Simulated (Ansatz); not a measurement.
# BaScSnH: relaxing a made-up structure

This structure for BaScSnH is made up. Its elements were placed in a known structure type with a cell scaled to their sizes. What cell does the guess relax to, and how far off was it?

Main program and level: Ansatz 0.2.0; DFT, PBEsol, plane-wave PAW, files of the set soft_1, scalar-relativistic, no spin, cell and ions relaxed at zero pressure; PAW set soft_1, in the first sound run; inputs show where later runs differ.

## Step 1: The starting structure

The structure is trigonal, space group P3m1 (No. 156). Conventional cell: a = 4.535 Å, b = 4.535 Å, c = 5.329 Å, α = 90.00°, β = 90.00°, γ = 120.00°. Ba has 3 H at 2.70 Å nearest. Nearest to Sn lie 3 Sc at 2.66 Å. Sc has 1 H at 1.79 Å and 3 Sn at 2.66 Å nearest. H has 1 Sc at 1.79 Å and 3 Ba at 2.70 Å nearest. Farther neighbours are not listed.

Structure file:

```cif
data_structure
_symmetry_space_group_name_H-M 'P 1'
_symmetry_Int_Tables_number 1
_cell_length_a 4.5350
_cell_length_b 4.5350
_cell_length_c 5.3290
_cell_angle_alpha 90.000
_cell_angle_beta 90.000
_cell_angle_gamma 120.000
_cell_volume 94.91
loop_
_atom_site_label
_atom_site_type_symbol
_atom_site_fract_x
_atom_site_fract_y
_atom_site_fract_z
_atom_site_occupancy
Ba1 Ba 0.00000 0.00000 0.99220 1
Sn2 Sn 0.33333 0.66667 0.45250 1
Sc3 Sc 0.66667 0.33333 0.53560 1
H4 H 0.66667 0.33333 0.87120 1
```

## Step 2: Relaxation of the guess

The guess takes its coordinates from another compound and its volume from a rule, so the cell and any free coordinates are relaxed together.

File input.yaml:

```yaml
crystal:
  lattice:
    - [4.535, 0.0, 0.0]
    - [-2.2675, 3.927425206, 0.0]
    - [0.0, 0.0, 5.329]
  atoms:
    - { symbol: Ba, position: [0.0, 0.0, 0.9922] }
    - { symbol: Sn, position: [0.333333333, 0.666666667, 0.4525] }
    - { symbol: Sc, position: [0.666666667, 0.333333333, 0.5356] }
    - { symbol: H, position: [0.666666667, 0.333333333, 0.8712] }
kpoints:
  mp_grid: { grid: [7, 7, 5] }
scf:
  occupations: { method: fermi_dirac, width: 0.05 }
hamiltonian:
  xc: pbesol
  pseudopotentials: { kind: paw, azcp: { folder: soft_1 }, xc_functional: pbe }
relax:
  f_tol: 0.015
  max_steps: 70
  cell: {}
output:
  forces: true
  stress: true
```

Started as:

```console
$ ansatz run input.yaml --threads 4 --pin off --max-ram 8192MiB --backend cpu --events-out ev --progress --plain --runs-dir out
```

Numbers of over 12 decimals in the logs are rounded to 6 here.

Output:

```text
Engine: ansatz 0.2.0, aarch64-unknown-linux-gnu
Pseudopotentials: kind: paw
Pseudopotential: Ba, paw, valence charge 10, recommended cutoff 420 eV (normal), soft_1/Ba.paw.azcp
Pseudopotential: Sn, paw, valence charge 14, recommended cutoff 420 eV (normal), soft_1/Sn.paw.azcp
Pseudopotential: Sc, paw, valence charge 11, recommended cutoff 420 eV (normal), soft_1/Sc.paw.azcp
Pseudopotential: H, paw, valence charge 1, recommended cutoff 420 eV (normal), soft_1/H.paw.azcp
Functional definition: PBEsol
  exchange = pbesol_x
  correlation = pbesol_c
Crystal: 4 atoms, lattice volume = 94.914 Å³
Basis set: ecut = 420 eV, 1859 PW (Γ), exchange–correlation on 64×64×72 points (8 copies of the dense FFT grid, shifted against one another)
Bands: 22, of which v1, the nominal top of the filled ones, is band 18 counted from 1 (17 counted from 0)
Symmetry: 6 space group operations
Space group: P3m1 (ITA 156), of the structure as read, at distance tolerance 4.6e-5 Å
k-points: 32 of 245 (time reversal used)
Non-local potential: Ba, projectors of the file, l = 0: 3, l = 1: 2, l = 2: 2, l = 3: 2
Non-local potential: Sn, projectors of the file, l = 0: 2, l = 1: 2, l = 2: 2, l = 3: 1
Non-local potential: Sc, projectors of the file, l = 0: 3, l = 1: 2, l = 2: 3, l = 3: 1
Non-local potential: H, projectors of the file, l = 0: 2, l = 1: 1
PAW form: soft (Blöchl's): semilocal exchange-correlation on the pseudo side does not see the compensation charge
PAW frozen core: Ba, regenerated for the run's functional, and the local potential with it (the file was generated under x = pbe(κ = 0.804, μ = 0.219515), c = pbe(β = 0.066725))
PAW frozen core: Sn, regenerated for the run's functional, and the local potential with it (the file was generated under x = pbe(κ = 0.804, μ = 0.219515), c = pbe(β = 0.066725))
PAW frozen core: Sc, regenerated for the run's functional, and the local potential with it (the file was generated under x = pbe(κ = 0.804, μ = 0.219515), c = pbe(β = 0.066725))
PAW one-centre angular grid: Ba, 194 points (default); XC on 64 Gauss nodes
PAW one-centre angular grid: Sn, 590 points (default); XC on 64 Gauss nodes
PAW one-centre angular grid: Sc, 590 points (default); XC on 64 Gauss nodes
PAW one-centre angular grid: H, 110 points (default); XC on 64 Gauss nodes
Initial density: superposition of atomic densities (chi_scale 0.1, normalization cell, long waves kept (reshape's long-wave potential 0.00 eV rms))
Initial wavefunctions: pseudopotential atomic-orbital guess
Functional: x = pbesol(κ = 0.804, μ = 0.123457), c = pbesol(β = 0.046)
SCF iter   1: F=—  HF=-13942.299668 eV  |F-HF|=—  |Δ(HF+E_count)|=         —  Δρ=4.75e-2  dr2=2.82e0  ethr=3.10e-3  ⟨swp⟩=7.1  Hψ=3948  notcnv=0
preconditioner: auto → Resta (q_TF=auto, 2.321 Å⁻¹)  ε∞=3.5  [insulator: Δε(μ)=0.383 eV  Ē_g=12.391 eV  σ=0.050 eV  W_gap=0.96  n_scr=20 (ndim 8)  ℏωp=19.4 eV  f_vac=0.000  D(μ)=0.08/eV (n_scr^D=0)  ε∞_Penn≈3.5]
SCF iter   2: F=—  HF=-13941.384906 eV  |F-HF|=—  |Δ(HF+E_count)|=   9.15e-1  Δρ=2.00e-2  dr2=4.34e-1  ethr=3.10e-3  ⟨swp⟩=3.0  Hψ=1611  notcnv=0
SCF iter   3: F=—  HF=-13941.267626 eV  |F-HF|=—  |Δ(HF+E_count)|=   1.17e-1  Δρ=5.92e-3  dr2=3.43e-2  ethr=1.21e-3  ⟨swp⟩=2.1  Hψ=1219  notcnv=0
SCF iter   4: F=—  HF=-13941.267997 eV  |F-HF|=—  |Δ(HF+E_count)|=   3.71e-4  Δρ=2.00e-3  dr2=6.07e-3  ethr=9.53e-5  ⟨swp⟩=2.5  Hψ=1072  notcnv=0
SCF iter   5: F=—  HF=-13941.267744 eV  |F-HF|=—  |Δ(HF+E_count)|=   2.53e-4  Δρ=1.03e-3  dr2=1.62e-3  ethr=1.69e-5  ⟨swp⟩=2.0  Hψ=1377  notcnv=0
SCF iter   6: F=—  HF=-13941.267574 eV  |F-HF|=—  |Δ(HF+E_count)|=   1.70e-4  Δρ=2.15e-4  dr2=5.89e-5  ethr=4.51e-6  ⟨swp⟩=2.0  Hψ=834  notcnv=0
SCF iter   7: F=—  HF=-13941.267596 eV  |F-HF|=—  |Δ(HF+E_count)|=   2.13e-5  Δρ=4.58e-5  dr2=2.83e-6  ethr=1.64e-7  ⟨swp⟩=2.0  Hψ=838  notcnv=0
SCF iter   8: F=—  HF=-13941.267596 eV  |F-HF|=—  |Δ(HF+E_count)|=   5.00e-7  Δρ=1.02e-5  dr2=1.00e-7  ethr=2.78e-10  ⟨swp⟩=4.0  Hψ=3350  notcnv=0
SCF iter   9: F=-13941.267596 eV  HF=-13941.267596 eV  |F-HF|=1.31e-9  |Δ(HF+E_count)|=   4.64e-8  Δρ=1.86e-6  dr2=4.39e-9  ethr=2.78e-10  ⟨swp⟩=4.0  Hψ=2144  notcnv=0
SCF 1 converged in 9 iterations: F = -13941.267596 eV  dr2 = 4.39e-9
  greatest PAW one-centre occupation: 0.998 electrons in one spin orbital (limit 2), on the Sc atom at site 2 (counted from 0), in its partial waves of l = 0
relax step   1: F+E_penalty+E_count = -13941.26759608 eV  Δ(F+E_penalty+E_count) = +0.000e0 eV  max|allowed force component| = 1.363e0 eV/Å  Δτ_max = 0.0000 Å  P = +8.137 GPa  Ω = 94.914 Å³  (9 SCF iters, dr2 threshold 1.00e-7 eV, accepted)
Crystal: 4 atoms, lattice volume = 105.762 Å³
Basis set: ecut = 420 eV, 2017 PW (Γ), exchange–correlation on 64×64×72 points (8 copies of the dense FFT grid, shifted against one another)
Initial density: handed on by an earlier stage of this run
Initial wavefunctions: those handed on with the density
iter 1 solved again at ethr=5.27e-4 eV; its pass at ethr=3.10e-3 eV (dr2=1.90e-1 eV) is discarded
SCF iter   1: F=—  HF=-13941.750555 eV  |F-HF|=—  |Δ(HF+E_count)|=         —  Δρ=1.02e-2  dr2=1.92e-1  ethr=5.27e-4  ⟨swp⟩=1.0  Hψ=4775  notcnv=0
preconditioner: auto → Resta (q_TF=auto, 2.280 Å⁻¹)  ε∞=4.2  [insulator: Δε(μ)=0.943 eV  Ē_g=8.099 eV  σ=0.050 eV  W_gap=1.00  n_scr=20 (ndim 8)  ℏωp=14.4 eV  f_vac=0.000  D(μ)=0.00/eV (n_scr^D=0)  ε∞_Penn≈4.2]
SCF iter   2: F=—  HF=-13941.708701 eV  |F-HF|=—  |Δ(HF+E_count)|=   4.19e-2  Δρ=4.83e-3  dr2=2.42e-2  ethr=5.27e-4  ⟨swp⟩=2.8  Hψ=1087  notcnv=0
SCF iter   3: F=—  HF=-13941.703218 eV  |F-HF|=—  |Δ(HF+E_count)|=   5.48e-3  Δρ=2.12e-3  dr2=6.30e-3  ethr=6.71e-5  ⟨swp⟩=2.2  Hψ=1045  notcnv=0
SCF iter   4: F=—  HF=-13941.702110 eV  |F-HF|=—  |Δ(HF+E_count)|=   1.11e-3  Δρ=4.57e-4  dr2=2.65e-4  ethr=1.75e-5  ⟨swp⟩=2.2  Hψ=1052  notcnv=0
SCF iter   5: F=—  HF=-13941.702137 eV  |F-HF|=—  |Δ(HF+E_count)|=   2.68e-5  Δρ=1.09e-4  dr2=1.97e-5  ethr=7.37e-7  ⟨swp⟩=2.1  Hψ=910  notcnv=0
SCF iter   6: F=—  HF=-13941.702138 eV  |F-HF|=—  |Δ(HF+E_count)|=   1.36e-6  Δρ=3.15e-5  dr2=1.23e-6  ethr=5.47e-8  ⟨swp⟩=2.0  Hψ=1249  notcnv=0
SCF iter   7: F=-13941.702138 eV  HF=-13941.702138 eV  |F-HF|=5.90e-8  |Δ(HF+E_count)|=   3.35e-9  Δρ=9.34e-6  dr2=9.86e-8  ethr=1.11e-9  ⟨swp⟩=5.0  Hψ=2612  notcnv=0
SCF 2 converged in 7 iterations: F = -13941.702138 eV  dr2 = 9.86e-8
[...]
SCF iter   2: F=—  HF=-13941.732522 eV  |F-HF|=—  |Δ(HF+E_count)|=   4.90e-3  Δρ=2.01e-3  dr2=3.78e-3  ethr=8.18e-5  ⟨swp⟩=2.1  Hψ=962  notcnv=0
SCF iter   3: F=—  HF=-13941.732077 eV  |F-HF|=—  |Δ(HF+E_count)|=   4.44e-4  Δρ=9.34e-4  dr2=8.96e-4  ethr=1.05e-5  ⟨swp⟩=2.0  Hψ=947  notcnv=0
SCF iter   4: F=—  HF=-13941.732060 eV  |F-HF|=—  |Δ(HF+E_count)|=   1.71e-5  Δρ=1.89e-4  dr2=3.84e-5  ethr=2.49e-6  ⟨swp⟩=2.0  Hψ=834  notcnv=0
SCF iter   5: F=—  HF=-13941.732071 eV  |F-HF|=—  |Δ(HF+E_count)|=   1.06e-5  Δρ=4.25e-5  dr2=3.39e-6  ethr=1.07e-7  ⟨swp⟩=3.0  Hψ=1299  notcnv=0
SCF iter   6: F=-13941.732071 eV  HF=-13941.732071 eV  |F-HF|=6.83e-8  |Δ(HF+E_count)|=   1.99e-8  Δρ=9.72e-6  dr2=1.50e-7  ethr=1.11e-9  ⟨swp⟩=5.1  Hψ=2664  notcnv=0
SCF 3 converged in 6 iterations: F = -13941.732071 eV  dr2 = 1.50e-7
relax step   3: F+E_penalty+E_count = -13941.73207090 eV  Δ(F+E_penalty+E_count) = -2.993e-2 eV  max|allowed force component| = 3.487e-1 eV/Å  Δτ_max = 0.0639 Å  P = +0.357 GPa  Ω = 104.531 Å³  energy of the carried Pulay correction = -1.536e-3 eV  (6 SCF iters, dr2 threshold 4.00e-7 eV, accepted)
[...]
relax step   4: F+E_penalty+E_count = -13941.77742535 eV  Δ(F+E_penalty+E_count) = -4.535e-2 eV  max|allowed force component| = 4.053e-1 eV/Å  Δτ_max = 0.1384 Å  P = -0.108 GPa  Ω = 102.207 Å³  energy of the carried Pulay correction = -1.179e-3 eV  (7 SCF iters, dr2 threshold 4.00e-7 eV, accepted)
[...]
relax step   5: F+E_penalty+E_count = -13941.81079862 eV  Δ(F+E_penalty+E_count) = -3.337e-2 eV  max|allowed force component| = 3.054e-1 eV/Å  Δτ_max = 0.1831 Å  P = -0.832 GPa  Ω = 101.006 Å³  energy of the carried Pulay correction = -9.907e-4 eV  (7 SCF iters, dr2 threshold 4.00e-7 eV, accepted)
[...]
relax step   6: F+E_penalty+E_count = -13941.83286578 eV  Δ(F+E_penalty+E_count) = -2.207e-2 eV  max|allowed force component| = 3.417e-1 eV/Å  Δτ_max = 0.0612 Å  P = -0.017 GPa  Ω = 97.716 Å³  energy of the carried Pulay correction = -4.634e-4 eV  (7 SCF iters, dr2 threshold 4.00e-7 eV, accepted)
[...]
relax step   7: F+E_penalty+E_count = -13941.85251937 eV  Δ(F+E_penalty+E_count) = -1.965e-2 eV  max|allowed force component| = 1.181e-1 eV/Å  Δτ_max = 0.0857 Å  P = +1.288 GPa  Ω = 95.167 Å³  energy of the carried Pulay correction = -4.243e-5 eV  (7 SCF iters, dr2 threshold 4.00e-7 eV, accepted)
[...]
relax step   8: F+E_penalty+E_count = -13941.86810061 eV  Δ(F+E_penalty+E_count) = -1.558e-2 eV  max|allowed force component| = 5.598e-3 eV/Å  Δτ_max = 0.0595 Å  P = +0.032 GPa  Ω = 97.067 Å³  energy of the carried Pulay correction = -3.573e-4 eV  (6 SCF iters, dr2 threshold 4.00e-7 eV, accepted)
[...]
relax step   9: F+E_penalty+E_count = -13941.86812361 eV  Δ(F+E_penalty+E_count) = -2.300e-5 eV  max|allowed force component| = 3.502e-4 eV/Å  Δτ_max = 0.0030 Å  P = +0.002 GPa  Ω = 97.160 Å³  energy of the carried Pulay correction = -3.725e-4 eV  (5 SCF iters, dr2 threshold 1.31e-8 eV, accepted)
Basis set: ecut = 420 eV, 1929 PW (Γ), exchange–correlation on 72×72×64 points (8 copies of the dense FFT grid, shifted against one another)
Initial wavefunctions: pseudopotential atomic-orbital guess (no wavefunctions were taken with the density)
iter 1 solved again at ethr=5.43e-7 eV; its pass at ethr=3.10e-3 eV (dr2=1.95e-4 eV) is discarded
SCF iter   1: F=—  HF=-13941.871007 eV  |F-HF|=—  |Δ(HF+E_count)|=         —  Δρ=3.59e-4  dr2=6.38e-6  ethr=5.43e-7  ⟨swp⟩=3.0  Hψ=5402  notcnv=0
preconditioner: auto → Kerker (q_TF=auto, 2.312 Å⁻¹)  [metal: Δε(μ)=0.105 eV  Ē_g=7.829 eV  σ=0.050 eV  W_gap=0.48  n_scr=20 (ndim 8)  ℏωp=15.1 eV  f_vac=0.000  D(μ)=0.74/eV (n_scr^D=0)]
SCF iter   2: F=—  HF=-13941.871172 eV  |F-HF|=—  |Δ(HF+E_count)|=   1.65e-4  Δρ=1.85e-4  dr2=1.90e-6  ethr=1.77e-8  ⟨swp⟩=2.0  Hψ=801  notcnv=0
SCF iter   3: F=—  HF=-13941.871231 eV  |F-HF|=—  |Δ(HF+E_count)|=   5.87e-5  Δρ=1.07e-5  dr2=1.58e-7  ethr=5.28e-9  ⟨swp⟩=2.0  Hψ=840  notcnv=0
SCF iter   4: F=—  HF=-13941.871231 eV  |F-HF|=—  |Δ(HF+E_count)|=   2.02e-8  Δρ=2.76e-6  dr2=3.27e-9  ethr=4.38e-10  ⟨swp⟩=2.2  Hψ=1088  notcnv=0
SCF iter   5: F=—  HF=-13941.871231 eV  |F-HF|=—  |Δ(HF+E_count)|=   8.62e-9  Δρ=4.97e-7  dr2=4.00e-10  ethr=9.09e-12  ⟨swp⟩=2.0  Hψ=868  notcnv=0
SCF iter   6: F=—  HF=-13941.871231 eV  |F-HF|=—  |Δ(HF+E_count)|=    0.00e0  Δρ=2.23e-7  dr2=1.26e-10  ethr=1.11e-12  ⟨swp⟩=2.1  Hψ=1101  notcnv=0
SCF iter   7: F=-13941.871231 eV  HF=-13941.871231 eV  |F-HF|=0.00e0  |Δ(HF+E_count)|=  1.64e-11  Δρ=6.32e-8  dr2=1.11e-11  ethr=1.00e-12  ⟨swp⟩=4.9  Hψ=2325  notcnv=0
SCF 10 converged in 7 iterations: F = -13941.871231 eV  dr2 = 1.11e-11
relax step  10: F+E_penalty+E_count = -13941.87123108 eV  Δ(F+E_penalty+E_count) = -3.107e-3 eV  max|allowed force component| = 3.355e-4 eV/Å  Δτ_max = 0.0000 Å  P = +0.028 GPa  Ω = 97.160 Å³  stress off target by 4.98e-2 GPa  SCF on the basis re-selected at this cell (its energy is not comparable with the rows above)  (7 SCF iters)
basis re-selected at this cell: Δ(F+E_penalty+E_count) = -3.107e-3 eV, ΔP = +0.026 GPa vs the last step (what re-selecting the basis moved, of the pressure what is left beyond the Pulay correction that the steps carried, after the strain that the cell walked since its last selection, with what the two solves' SCF thresholds leave and, on support functions, any second-order correction that the steps lacked; it is no measure of the basis error at this ecutwfc). The dense FFT grid was sized anew with the basis: this SCF ran on 36×36×32 points, the steps before it on 32×32×36, so part of this shift can come from that change (see relax.cell in the input reference). [rest of the remark cut]
SCF converged after 7 iterations
Free energy (F): -13941.871231 eV
Harris-Foulkes:  -13941.871231 eV  (|F-HF|=0.00e0)
Internal energy: -13941.864684 eV  (E = F + TS)
E sigma→0 (E₀):  -13941.867958 eV
Entropy (-TS):   -0.006547 eV (-1.637 meV/atom)
Fermi energy:    9.312305 eV
--- Per-component energies (eV) ---
  E_band       = -310.889177
  E_kinetic    = 548.909310
  E_local      = -2470.828403  (includes V_loc(G=0)·N_el)
  E_nonlocal   = 386.156602
  E_hartree    = 1045.707396
  E_xc         = -415.369491
  E_vxc        = -325.571576  (∫ρ·V_xc dr)
  E_paw        = -10374.306665  (= ΣΔE_a)
  E_vpaw       = -540.969436  (= ΣTr[D̂ρ^β])
  E_aug_tail   = -0.000512  (compensation charges beyond the density's cutoff)
  E_ewald      = -2662.698224
  E_core_change = 0.565302  (= ΣΔE_core)
  E_smearing   = -0.006547  (= −TS)
  E_closure    = 0.000000  (closes the sum)
  Σ components = -13941.871231   (vs F -13941.871231, Δ=0.00e0)
--- Forces (eV/Å), atoms counted from 1 ---
  atom   1  Ba     0.00000000     0.00000000     0.00007001
  atom   2  Sn     0.00000000    -0.00000000    -0.00024279
  atom   3  Sc    -0.00000000    -0.00000000    -0.00016269
  atom   4  H     -0.00000000    -0.00000000     0.00033556
  max |Σ_I F_I| component: 9.59e-8 eV/Å
--- Stress (GPa, compression-positive) ---
        0.049776      -0.000000      -0.000000
        0.000000       0.049776       0.000000
       -0.000000       0.000000      -0.015015
  P = ⅓ Tr σ = 0.0282 GPa (0.282 kbar)
--- Relaxed structure (9 steps of the walk, 9 accepted, 1 SCFs on fresh bases) ---
  F+E_penalty+E_count = -13941.87123108 eV   max|allowed force component| = 3.355e-4 eV/Å   (the final SCF, on the basis selected at the relaxed cell)
  cell:  # Å, volume = 97.1598 Å³
    - [4.970002, 0, -1.7376817935790413e-17]
    - [-2.485001, 4.304148, 8.688408967895197e-18]
    - [-2.0419197967308055e-17, 0, 4.541957]
  atoms:
    - { symbol: Ba, position: [-1.1801905244409677e-17, -2.7755575615628914e-17, 0.962880] }
    - { symbol: Sn, position: [0.333333, 0.666667, 0.462899] }
    - { symbol: Sc, position: [0.666667, 0.333333, 0.462885] }
    - { symbol: H, position: [0.666667, 0.333333, 0.962835] }
```

The job ended after 18 s (4 threads of Arm Neoverse V2, shared host; peak memory 0.58 GiB).

Relaxation path:

```csv
step,energy less that of the first step (eV),largest force component (eV/Å),pressure (GPa),volume (Å³)
1,0.0000,1.3631,8.14,94.91
2,-0.4345,0.2090,0.62,105.76
3,-0.4645,0.3487,0.36,104.53
4,-0.5098,0.4053,-0.11,102.21
5,-0.5432,0.3054,-0.83,101.01
6,-0.5653,0.3417,-0.02,97.72
7,-0.5849,0.1181,1.29,95.17
8,-0.6005,0.0056,0.03,97.07
9,-0.6005,0.0003,0.00,97.16
10*,-0.6036,0.0003,0.03,97.16
```

Relaxation steps marked * repeat the geometry before them on a plane-wave basis chosen anew for their cell, so energy and pressure can jump there.

The run keeps the 6 symmetry operations that it works with, so distortions that break them were not tested.

```
     cell as run  before  after   change
           a (Å)   4.535  4.970   +9.6 %
           b (Å)   4.535  4.970   +9.6 %
           c (Å)   5.329  4.542  -14.8 %
volume (Å³/atom)   23.73  24.29   +2.4 %
```

The atoms that moved most (Å, as changes of fractional coordinates times the final cell):

```csv
atom,dx,dy,dz,length
H4,0.000,0.000,0.416,0.416
Sc3,0.000,0.000,-0.330,0.330
Ba1,0.000,0.000,-0.133,0.133
Sn2,0.000,0.000,0.047,0.047
```

Numbers from this step:

```yaml
free_energy: -13941.8712 eV
energy_at_zero_smearing: -13941.8680 eV
smearing_term_ts: 0.006547 eV
fermi_energy: 9.312 eV
electrons: 36
symmetry_operations: 6
pressure: 0.02818 GPa
```

Shortest distances by pair of elements, guess and relaxed (not always the same contact):

```csv
pair,guess (Å),relaxed (Å)
H–Sc,1.788,2.271
Sc–Sn,2.655,2.869
Ba–H,2.697,2.869
H–Sn,3.440,3.659
Ba–Sn,3.588,3.659
```

The relaxation ends with a largest force component of 3.4e-4 eV/Å and a pressure of 0.03 GPa.

(Continued in part 2 of 2.)

[Logs are printed without paths, hosts, clocks, repeated set-up lines and the standing remarks that a program may print on its own settings, such as how far it seeks lower states.]

[Hosts, paths, dates, database ids (printed as entryN), source tags and the programs' standing remarks are cut or masked in the printed files.]
